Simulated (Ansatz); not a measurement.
## TiO2 (I4_1/amd): the host for defect calculations

Aim: the runs on the perfect crystal TiO2 (I4_1/amd) that a defect calculation needs first.

Calculated with Ansatz 0.2.0; plane-wave PAW DFT, r2SCAN; relaxation of the defect-free supercell from random displacements, a test of the host's stability; PAW set soft_1.

### Step 1. Set-up

The cell holds 48 atoms: 16 Ti and 32 O. Cell: a = 7.554 Å, b = 7.554 Å, c = 9.593 Å, α = 90.0°, β = 90.0°, γ = 90.0°.

### Step 2. Defect free supercell relaxed from displaced atoms

The input displaces the atoms at random before the relaxation, so that it can leave a symmetric saddle if there is one.

Contents of pristine.rattled/input.yaml:

```yaml
crystal:
  lattice:
    - [7.5544520899, 0.0, 0.0]
    - [0.0, 7.5544520899, 0.0]
    - [0.0, 0.0, 9.5930979278]
  atoms:
    - { symbol: Ti, position: [0.0, 0.0, 0.0] }
    - { symbol: Ti, position: [0.25, 0.25, 0.5] }
    - { symbol: Ti, position: [0.0, 0.25, 0.25] }
    - { symbol: Ti, position: [0.25, 0.0, 0.75] }
    - { symbol: O, position: [0.0, 0.25, 0.4571602416] }
    - { symbol: O, position: [0.25, 0.0, 0.9571602416] }
    - { symbol: O, position: [0.0, 0.0, 0.2071602416] }
    - { symbol: O, position: [0.25, 0.25, 0.7071602416] }
    - { symbol: O, position: [0.0, 0.25, 0.0428397584] }
    - { symbol: O, position: [0.25, 0.0, 0.5428397584] }
    - { symbol: O, position: [0.0, 0.0, 0.7928397584] }
    - { symbol: O, position: [0.25, 0.25, 0.2928397584] }
    - { symbol: Ti, position: [0.0, 0.5, 0.0] }
    - { symbol: Ti, position: [0.25, 0.75, 0.5] }
    - { symbol: Ti, position: [0.0, 0.75, 0.25] }
    - { symbol: Ti, position: [0.25, 0.5, 0.75] }
    - { symbol: O, position: [0.0, 0.75, 0.4571602416] }
    - { symbol: O, position: [0.25, 0.5, 0.9571602416] }
    - { symbol: O, position: [0.0, 0.5, 0.2071602416] }
    - { symbol: O, position: [0.25, 0.75, 0.7071602416] }
    - { symbol: O, position: [0.0, 0.75, 0.0428397584] }
    - { symbol: O, position: [0.25, 0.5, 0.5428397584] }
    - { symbol: O, position: [0.0, 0.5, 0.7928397584] }
    - { symbol: O, position: [0.25, 0.75, 0.2928397584] }
    - { symbol: Ti, position: [0.5, 0.0, 0.0] }
    - { symbol: Ti, position: [0.75, 0.25, 0.5] }
    - { symbol: Ti, position: [0.5, 0.25, 0.25] }
    - { symbol: Ti, position: [0.75, 0.0, 0.75] }
    - { symbol: O, position: [0.5, 0.25, 0.4571602416] }
    - { symbol: O, position: [0.75, 0.0, 0.9571602416] }
    - { symbol: O, position: [0.5, 0.0, 0.2071602416] }
    - { symbol: O, position: [0.75, 0.25, 0.7071602416] }
    - { symbol: O, position: [0.5, 0.25, 0.0428397584] }
    - { symbol: O, position: [0.75, 0.0, 0.5428397584] }
    - { symbol: O, position: [0.5, 0.0, 0.7928397584] }
    - { symbol: O, position: [0.75, 0.25, 0.2928397584] }
    - { symbol: Ti, position: [0.5, 0.5, 0.0] }
    - { symbol: Ti, position: [0.75, 0.75, 0.5] }
    - { symbol: Ti, position: [0.5, 0.75, 0.25] }
    - { symbol: Ti, position: [0.75, 0.5, 0.75] }
    - { symbol: O, position: [0.5, 0.75, 0.4571602416] }
    - { symbol: O, position: [0.75, 0.5, 0.9571602416] }
    - { symbol: O, position: [0.5, 0.5, 0.2071602416] }
    - { symbol: O, position: [0.75, 0.75, 0.7071602416] }
    - { symbol: O, position: [0.5, 0.75, 0.0428397584] }
    - { symbol: O, position: [0.75, 0.5, 0.5428397584] }
    - { symbol: O, position: [0.5, 0.5, 0.7928397584] }
    - { symbol: O, position: [0.75, 0.75, 0.2928397584] }
basis:
  ecutwfc: 500
  xc_grid: 2
hamiltonian:
  xc: r2scan
  pseudopotentials: { kind: paw, azcp: { folder: soft_1 } }
kpoints:
  mp_grid: { grid: [1, 1, 1], shift: [0.25, 0.25, 0.25] }
scf:
  occupations: { method: fermi_dirac, width: 0.01 }
  max_iter: 80
output:
  forces: true
relax:
  f_tol: 0.01
  max_steps: 120
  random_displacement: { amplitude: 0.08, seed: 8028 }
checkpoint:
  write: "../pristine.rattled.run"
  compress: false
  write_wavefunctions: false
  write_every: 100000
```

Started as:

```console
$ ansatz run input.yaml --threads 4 --pin off --max-ram 7536MiB --backend cpu --events-out ev --progress --plain --runs-dir out
```

Numbers of over 12 decimals in the logs are rounded to 6 here.

Output:

```text
[... repeated set-up lines and file paths are left out, and long positions are rounded to six places ...]
Engine: ansatz 0.2.0, aarch64-unknown-linux-gnu
Pseudopotentials: kind: paw
Pseudopotential: Ti, paw, valence charge 12, recommended cutoff 500 eV (meta_gga), soft_1/Ti.paw.azcp
Pseudopotential: O, paw, valence charge 6, recommended cutoff 500 eV (meta_gga), soft_1/O.paw.azcp
Functional definition: r2SCAN
  parameter k0 = 0.174
  parameter k1 = 0.065
  parameter a1 = 4.9479
  exchange = r2scan_x(k0 = k0, k1 = k1, a1 = a1)
  correlation = r2scan_c
Crystal: 48 atoms, lattice volume = 547.476 Å³
Basis set: ecut = 500 eV, 13915 PW (Γ), exchange–correlation on 120×120×144 points (8 copies of the dense FFT grid, shifted against one another)
Bands: 240, of which v1, the nominal top of the filled ones, is band 192 counted from 1 (191 counted from 0)
Symmetry: 1 space group operations
k-points: 1
Non-local potential: Ti, projectors of the file, l = 0: 3, l = 1: 2, l = 2: 3, l = 3: 1
Non-local potential: O, projectors of the file, l = 0: 2, l = 1: 2, l = 2: 1
PAW form: soft (Blöchl's): semilocal exchange-correlation on the pseudo side does not see the compensation charge
PAW frozen core: Ti, regenerated for the run's functional (the file was generated under x = pbe(κ = 0.804, μ = 0.219515), c = pbe(β = 0.066725))
PAW frozen core: O, regenerated for the run's functional (the file was generated under x = pbe(κ = 0.804, μ = 0.219515), c = pbe(β = 0.066725))
PAW one-centre angular grid: Ti, 590 points (default); XC on 160 Gauss nodes
PAW one-centre angular grid: O, 302 points (default); XC on 160 Gauss nodes
Initial density: superposition of atomic densities (chi_scale 0.1, normalization cell, long waves kept (reshape's long-wave potential 0.10 eV rms))
Initial wavefunctions: pseudopotential atomic-orbital guess
Functional: x = r2scan, c = r2scan; τ floored in thin density (d = 2e-4 eV/Å³)
SCF iter   1: F=—  HF=-58340.208724 eV  |F-HF|=—  |Δ(HF+E_count)|=         —  Δρ=7.82e-2  dr2=3.57e1  dr2_τ=5.77e0  ethr=3.10e-3  ⟨swp⟩=5.0  Hψ=803  notcnv=0  defer=22
preconditioner: auto → Resta (q_TF=auto, 2.572 Å⁻¹)  ε∞=6.4  [insulator: Δε(μ)=3.167 eV  Ē_g=10.905 eV  σ=0.010 eV  W_gap=1.00  n_scr=138 (ndim 8)  ℏωp=25.4 eV  f_vac=0.000  D(μ)=0.00/eV (n_scr^D=0)  ε∞_Penn≈6.4]
SCF iter   2: F=—  HF=-58338.339288 eV  |F-HF|=—  |Δ(HF+E_count)|=    1.87e0  Δρ=4.16e-2  dr2=7.60e0  dr2_τ=1.36e0  ethr=3.10e-3  ⟨swp⟩=2.0  Hψ=409  notcnv=0  defer=43
SCF iter   3: F=—  HF=-58338.720537 eV  |F-HF|=—  |Δ(HF+E_count)|=   3.81e-1  Δρ=2.29e-2  dr2=3.33e0  dr2_τ=1.37e-1  ethr=1.98e-3  ⟨swp⟩=2.0  Hψ=298  notcnv=0  defer=25
automatic band count: iteration 3 solves 222 bands in place of 240: the levels show a gap, and the empty bands left out lie too high to hold charge; the band table lists the bands solved (type scf.n_extra_bands for more)
SCF iter   4: F=—  HF=-58338.716881 eV  |F-HF|=—  |Δ(HF+E_count)|=   3.66e-3  Δρ=7.37e-3  dr2=3.01e-1  dr2_τ=2.43e-2  ethr=8.68e-4  ⟨swp⟩=4.0  Hψ=336  notcnv=0  defer=25
SCF iter   5: F=—  HF=-58338.726462 eV  |F-HF|=—  |Δ(HF+E_count)|=   9.58e-3  Δρ=3.63e-3  dr2=7.48e-2  dr2_τ=6.83e-3  ethr=7.85e-5  ⟨swp⟩=3.0  Hψ=370  notcnv=0  defer=25
SCF iter   6: F=—  HF=-58338.729171 eV  |F-HF|=—  |Δ(HF+E_count)|=   2.71e-3  Δρ=1.18e-3  dr2=6.89e-3  dr2_τ=6.45e-4  ethr=1.95e-5  ⟨swp⟩=5.0  Hψ=318  notcnv=0  defer=25
SCF iter   7: F=—  HF=-58338.731767 eV  |F-HF|=—  |Δ(HF+E_count)|=   2.60e-3  Δρ=6.73e-4  dr2=2.07e-3  dr2_τ=2.45e-4  ethr=1.79e-6  ⟨swp⟩=4.0  Hψ=338  notcnv=0  defer=25
SCF iter   8: F=—  HF=-58338.731548 eV  |F-HF|=—  |Δ(HF+E_count)|=   2.19e-4  Δρ=1.92e-4  dr2=1.38e-4  dr2_τ=1.70e-5  ethr=5.39e-7  ⟨swp⟩=2.0  Hψ=355  notcnv=0  defer=25
SCF iter   9: F=—  HF=-58338.731619 eV  |F-HF|=—  |Δ(HF+E_count)|=   7.13e-5  Δρ=7.25e-5  dr2=2.81e-5  dr2_τ=2.77e-6  ethr=3.61e-8  ⟨swp⟩=2.0  Hψ=303  notcnv=0  defer=25
SCF iter  10: F=—  HF=-58338.731619 eV  |F-HF|=—  |Δ(HF+E_count)|=   2.18e-7  Δρ=3.11e-5  dr2=4.55e-6  dr2_τ=4.72e-7  ethr=7.33e-9  ⟨swp⟩=2.0  Hψ=388  notcnv=0  defer=25
SCF iter  11: F=-58338.731620 eV  HF=-58338.731620 eV  |F-HF|=1.36e-7  |Δ(HF+E_count)|=   1.03e-6  Δρ=1.18e-5  dr2=8.22e-7  dr2_τ=7.81e-8  ethr=6.51e-10  ⟨swp⟩=4.0  Hψ=699  notcnv=0
SCF 1 converged in 11 iterations: F = -58338.731620 eV  dr2 = 8.22e-7
  greatest PAW one-centre occupation: 1.000 electrons in one spin orbital (limit 2), on the Ti atom at site 3 (counted from 0), in its partial waves of l = 1
relax step   1: F+E_penalty+E_count = -58338.73162024 eV  Δ(F+E_penalty+E_count) = +0.000e0 eV  max|allowed force component| = 2.996e0 eV/Å  Δτ_max = 0.0000 Å  (11 SCF iters, dr2 threshold 2.50e-6 eV, accepted)
[... the SCF cycles and remarks between the steps are left out from here to the last step ...]
relax step   2: F+E_penalty+E_count = -58340.67385663 eV  Δ(F+E_penalty+E_count) = -1.942e0 eV  max|allowed force component| = 1.569e0 eV/Å  Δτ_max = 0.0904 Å  (7 SCF iters, dr2 threshold 1.00e-4 eV, accepted)
relax step   3: F+E_penalty+E_count = -58341.30842059 eV  Δ(F+E_penalty+E_count) = -6.346e-1 eV  max|allowed force component| = 3.487e-2 eV/Å  Δτ_max = 0.0920 Å  (8 SCF iters, dr2 threshold 1.00e-4 eV, accepted)
relax step   4: F+E_penalty+E_count = -58341.30842836 eV  Δ(F+E_penalty+E_count) = -7.769e-6 eV  max|allowed force component| = 3.492e-2 eV/Å  Δτ_max = 0.0000 Å  (5 SCF iters, accepted)
relax step   5: F+E_penalty+E_count = -58341.27462055 eV  Δ(F+E_penalty+E_count) = +3.381e-2 eV  max|allowed force component| = 1.017e-1 eV/Å  Δτ_max = 0.0346 Å  (9 SCF iters, rejected (line search))
relax step   6: F+E_penalty+E_count = -58341.30935133 eV  Δ(F+E_penalty+E_count) = -9.230e-4 eV  max|allowed force component| = 4.584e-2 eV/Å  Δτ_max = 0.0142 Å  (10 SCF iters, accepted)
relax step   7: F+E_penalty+E_count = -58341.31001963 eV  Δ(F+E_penalty+E_count) = -6.683e-4 eV  max|allowed force component| = 1.332e-3 eV/Å  Δτ_max = 0.0057 Å  (5 SCF iters, dr2 threshold 2.10e-6 eV, accepted)
iter 1 solved again at ethr=3.37e-10 eV; its pass at ethr=3.10e-3 eV (dr2=1.29e-6 eV) is discarded
SCF iter   1: F=—  HF=-58341.310019 eV  |F-HF|=—  |Δ(HF+E_count)|=         —  Δρ=2.03e-5  dr2=1.29e-6  dr2_τ=1.22e-7  ethr=3.37e-10  ⟨swp⟩=1.0  Hψ=520  notcnv=0  defer=26
automatic band count: iteration 1 solves 222 bands in place of 240: the levels show a gap, and the empty bands left out lie too high to hold charge; the band table lists the bands solved (type scf.n_extra_bands for more)
SCF iter   2: F=—  HF=-58341.310020 eV  |F-HF|=—  |Δ(HF+E_count)|=   5.43e-7  Δρ=1.16e-5  dr2=5.05e-7  dr2_τ=3.85e-8  ethr=3.37e-10  ⟨swp⟩=2.0  Hψ=292  notcnv=0  defer=26
SCF iter   3: F=—  HF=-58341.310020 eV  |F-HF|=—  |Δ(HF+E_count)|=   3.10e-7  Δρ=6.49e-6  dr2=2.42e-7  dr2_τ=2.40e-8  ethr=1.31e-10  ⟨swp⟩=2.0  Hψ=324  notcnv=0  defer=26
SCF iter   4: F=-58341.310020 eV  HF=-58341.310020 eV  |F-HF|=4.44e-9  |Δ(HF+E_count)|=  9.75e-10  Δρ=1.56e-6  dr2=2.20e-8  dr2_τ=5.57e-10  ethr=2.60e-11  ⟨swp⟩=2.0  Hψ=710  notcnv=0
SCF 8 converged in 4 iterations: F = -58341.310020 eV  dr2 = 2.20e-8
relax step   8: F+E_penalty+E_count = -58341.31001991 eV  Δ(F+E_penalty+E_count) = -2.781e-7 eV  max|allowed force component| = 1.364e-3 eV/Å  Δτ_max = 0.0000 Å  (4 SCF iters, accepted)
iter 1 solved again at ethr=5.73e-12 eV; its pass at ethr=3.10e-3 eV (dr2=2.20e-8 eV) is discarded
SCF iter   1: F=—  HF=-58341.310020 eV  |F-HF|=—  |Δ(HF+E_count)|=         —  Δρ=1.56e-6  dr2=2.20e-8  dr2_τ=5.52e-10  ethr=5.73e-12  ⟨swp⟩=1.0  Hψ=842  notcnv=0  defer=44
SCF iter   2: F=-58341.310020 eV  HF=-58341.310020 eV  |F-HF|=9.17e-10  |Δ(HF+E_count)|=  2.84e-10  Δρ=9.61e-7  dr2=1.06e-8  dr2_τ=1.85e-10  ethr=5.73e-12  ⟨swp⟩=3.0  Hψ=477  notcnv=0
SCF 9 converged in 2 iterations: F = -58341.310020 eV  dr2 = 1.06e-8
SCF converged after 2 iterations
Free energy (F): -58341.310020 eV
Harris-Foulkes:  -58341.310020 eV  (|F-HF|=9.17e-10)
Internal energy: -58341.310020 eV  (E = F + TS)
E sigma→0 (E₀):  -58341.310020 eV
Fermi energy:    8.336702 eV
--- Per-component energies (eV) ---
  E_band       = -4092.205964
  E_kinetic    = 9897.793950
  E_local      = -29447.834949  (includes V_loc(G=0)·N_el)
  E_nonlocal   = 2543.035876
  E_hartree    = 11324.321582
  E_xc         = -4092.604100
  E_vxc        = -5883.600708  (∫ρ·V_xc dr)
  E_paw        = -22034.294393  (= ΣΔE_a)
  E_vpaw       = -4228.832533  (= ΣTr[D̂ρ^β])
  E_aug_tail   = 0.008571  (compensation charges beyond the density's cutoff)
  E_vtau       = 378.579940  (kinetic-family band-sum trace: ∫τ·v_τ [+ j·A + Jᵃ·Aᵃ] dr)
  E_ewald      = -26526.659138
  E_core_change = -5.077418  (= ΣΔE_core)
  E_smearing   = -0.000000  (= −TS)
  E_closure    = 0.000000  (closes the sum)
  Σ components = -58341.310020   (vs F -58341.310020, Δ=0.00e0)
--- Forces (eV/Å), atoms counted from 1 ---
  atom   1  Ti     0.00061673    -0.00041165     0.00067446
  atom   2  Ti     0.00067379    -0.00021591     0.00014705
  atom   3  Ti     0.00027006     0.00018876     0.00042630
  atom   4  Ti     0.00010665     0.00015249     0.00031081
  atom   5  O      0.00032910     0.00003223     0.00059287
  atom   6  O     -0.00004076    -0.00016557     0.00054974
  atom   7  O      0.00038166     0.00063258     0.00017675
  atom   8  O     -0.00027348     0.00064842     0.00030898
  atom   9  O     -0.00031149    -0.00100075     0.00064999
  atom  10  O      0.00017111    -0.00004955     0.00096340
  atom  11  O     -0.00000311    -0.00048847     0.00096892
  atom  12  O      0.00040452     0.00018266     0.00082451
  atom  13  Ti    -0.00009091     0.00006878     0.00009575
  atom  14  Ti     0.00017815     0.00019499     0.00007758
  atom  15  Ti    -0.00037107     0.00028153     0.00017679
  atom  16  Ti    -0.00017167    -0.00022925     0.00109961
  atom  17  O     -0.00004016     0.00000760     0.00029849
  atom  18  O     -0.00047510     0.00025718    -0.00000969
  atom  19  O     -0.00002941     0.00052142     0.00066955
  atom  20  O      0.00046231     0.00034943     0.00039315
  atom  21  O     -0.00037618    -0.00012839     0.00036050
  atom  22  O      0.00022408    -0.00061329     0.00075844
  atom  23  O      0.00041381     0.00032309     0.00037916
  atom  24  O      0.00037259    -0.00039756     0.00002458
  atom  25  Ti    -0.00041949    -0.00007269    -0.00002244
  atom  26  Ti     0.00004757     0.00017587     0.00024758
  atom  27  Ti    -0.00023896     0.00082582     0.00064855
  atom  28  Ti    -0.00045413    -0.00014541     0.00018380
  atom  29  O     -0.00133054    -0.00008049     0.00057567
  atom  30  O      0.00025925     0.00024841     0.00095190
  atom  31  O     -0.00026611     0.00053772     0.00035800
  atom  32  O      0.00035915     0.00032751     0.00046763
  atom  33  O      0.00004491    -0.00073071     0.00099871
  atom  34  O      0.00030230    -0.00037938     0.00035133
  atom  35  O      0.00009174     0.00034927     0.00081523
  atom  36  O      0.00010876    -0.00031131     0.00004322
  atom  37  Ti     0.00018813    -0.00025329     0.00028952
  atom  38  Ti     0.00011504     0.00044545     0.00085645
  atom  39  Ti     0.00018916     0.00002711     0.00059720
  atom  40  Ti    -0.00021986     0.00067257     0.00009174
  atom  41  O     -0.00073090     0.00004569     0.00029665
  atom  42  O     -0.00005489     0.00003634     0.00043384
  atom  43  O      0.00032747     0.00088895     0.00069460
  atom  44  O     -0.00058351     0.00010418     0.00080480
  atom  45  O      0.00003307     0.00002684     0.00062658
  atom  46  O     -0.00003088    -0.00036140     0.00050892
  atom  47  O      0.00070510    -0.00013316     0.00009788
  atom  48  O      0.00061198     0.00013396     0.00061236
  max |Σ_I F_I| component: 2.24e-2 eV/Å
--- Relaxed structure (8 steps of the walk, 7 accepted, 0 SCFs on fresh bases) ---
  F+E_penalty+E_count = -58341.31001991 eV   max|allowed force component| = 1.364e-3 eV/Å
  atoms:
    - { symbol: Ti, position: [-0.000494, 4.0161337799903837e-5, 0.000262] }
    - { symbol: Ti, position: [0.249489, 0.250028, 0.500262] }
    - { symbol: Ti, position: [0.000133, 0.249379, 0.250268] }
    - { symbol: Ti, position: [0.250159, -0.000609, 0.750268] }
    - { symbol: O, position: [-0.000257, 0.250018, 0.457387] }
    - { symbol: O, position: [0.249761, 4.258845028941733e-5, 0.957381] }
    - { symbol: O, position: [8.364554921030801e-5, -0.000371, 0.207382] }
    - { symbol: O, position: [0.250197, 0.249631, 0.707377] }
    - { symbol: O, position: [-0.000482, 0.249787, 0.043149] }
    - { symbol: O, position: [0.249509, -0.000216, 0.543141] }
    - { symbol: O, position: [-9.207834452526726e-5, -0.000547, 0.793138] }
    - { symbol: O, position: [0.249889, 0.249351, 0.293140] }
    - { symbol: Ti, position: [-0.000479, 0.500032, 0.000270] }
    - { symbol: Ti, position: [0.249492, 0.750034, 0.500269] }
    - { symbol: Ti, position: [0.000143, 0.749383, 0.250266] }
    - { symbol: Ti, position: [0.250158, 0.499388, 0.750259] }
    - { symbol: O, position: [-0.000255, 0.750029, 0.457377] }
    - { symbol: O, position: [0.249763, 0.500005, 0.957383] }
    - { symbol: O, position: [0.000158, 0.499632, 0.207383] }
    - { symbol: O, position: [0.250091, 0.749633, 0.707385] }
    - { symbol: O, position: [-0.000446, 0.749786, 0.043140] }
    - { symbol: O, position: [0.249494, 0.499786, 0.543138] }
    - { symbol: O, position: [-9.275442054059119e-5, 0.499340, 0.793149] }
    - { symbol: O, position: [0.249892, 0.749432, 0.293152] }
    - { symbol: Ti, position: [0.499518, 2.362347269129681e-5, 0.000264] }
    - { symbol: Ti, position: [0.749486, 0.250023, 0.500270] }
    - { symbol: Ti, position: [0.500142, 0.249365, 0.250261] }
    - { symbol: Ti, position: [0.750161, -0.000625, 0.750258] }
    - { symbol: O, position: [0.499751, 0.250032, 0.457373] }
    - { symbol: O, position: [0.749760, -8.128127421403998e-7, 0.957373] }
    - { symbol: O, position: [0.500170, -0.000376, 0.207381] }
    - { symbol: O, position: [0.750096, 0.249630, 0.707386] }
    - { symbol: O, position: [0.499539, 0.249777, 0.043132] }
    - { symbol: O, position: [0.749491, -0.000219, 0.543141] }
    - { symbol: O, position: [0.499908, -0.000663, 0.793140] }
    - { symbol: O, position: [0.749892, 0.249424, 0.293148] }
    - { symbol: Ti, position: [0.499506, 0.500030, 0.000267] }
    - { symbol: Ti, position: [0.749498, 0.750009, 0.500263] }
    - { symbol: Ti, position: [0.500138, 0.749369, 0.250267] }
    - { symbol: Ti, position: [0.750161, 0.499376, 0.750276] }
    - { symbol: O, position: [0.499750, 0.750010, 0.457390] }
    - { symbol: O, position: [0.749761, 0.500037, 0.957388] }
    - { symbol: O, position: [0.500091, 0.499620, 0.207379] }
    - { symbol: O, position: [0.750210, 0.749627, 0.707378] }
    - { symbol: O, position: [0.499505, 0.749778, 0.043150] }
    - { symbol: O, position: [0.749514, 0.499779, 0.543151] }
    - { symbol: O, position: [0.499901, 0.499439, 0.793146] }
    - { symbol: O, position: [0.749887, 0.749352, 0.293140] }
```

The job ended after 3.6 min (4 threads of Arm Neoverse N1, shared host; peak memory 1.3 GiB; 11 min of CPU time).

The steps of the relaxation:

| step | energy less that of the first step (eV) | largest force component (eV/Å) |
| --- | --- | --- |
| 1 | 0.0000 | 2.9961 |
| 2 | -1.9422 | 1.5692 |
| 3 | -2.5768 | 0.0349 |
| 4 | -2.5768 | 0.0349 |
| 5 | -2.5430 | 0.1017 |
| 6 | -2.5777 | 0.0458 |
| 7 | -2.5784 | 0.0013 |
| 8 | -2.5784 | 0.0014 |

Relaxation step 5 was tried and not accepted.

The relaxation ends 54 meV an atom lower than the displaced start, with a largest force component of 0.0014 eV/Å.

### Step 3. Outcome

| Quantity | Value |
| --- | --- |
| symmetric supercell less the displaced and relaxed one | 0.001 eV |

**Reading.** The energy fell by 2.578 eV from the randomly displaced start; the atoms end within 0.005 Å of the sites as typed, once the mean shift is taken out. The displaced cell ends within 0.01 eV of the symmetric one, so no lower structure shows in this supercell. All at zero temperature.

[Logs are printed without paths, hosts, clocks, repeated set-up lines and the standing remarks that a program may print on its own settings, such as how far it seeks lower states.]

[Hosts, paths, dates, database ids (printed as entryN), source tags and the programs' standing remarks are cut or masked in the printed files.]

[Runs of the host that timed out are not shown.]

[For some hosts the program warned that the k-mesh of the response run may be too coarse for force constants and the static dielectric constant; such warnings are not always shown.]
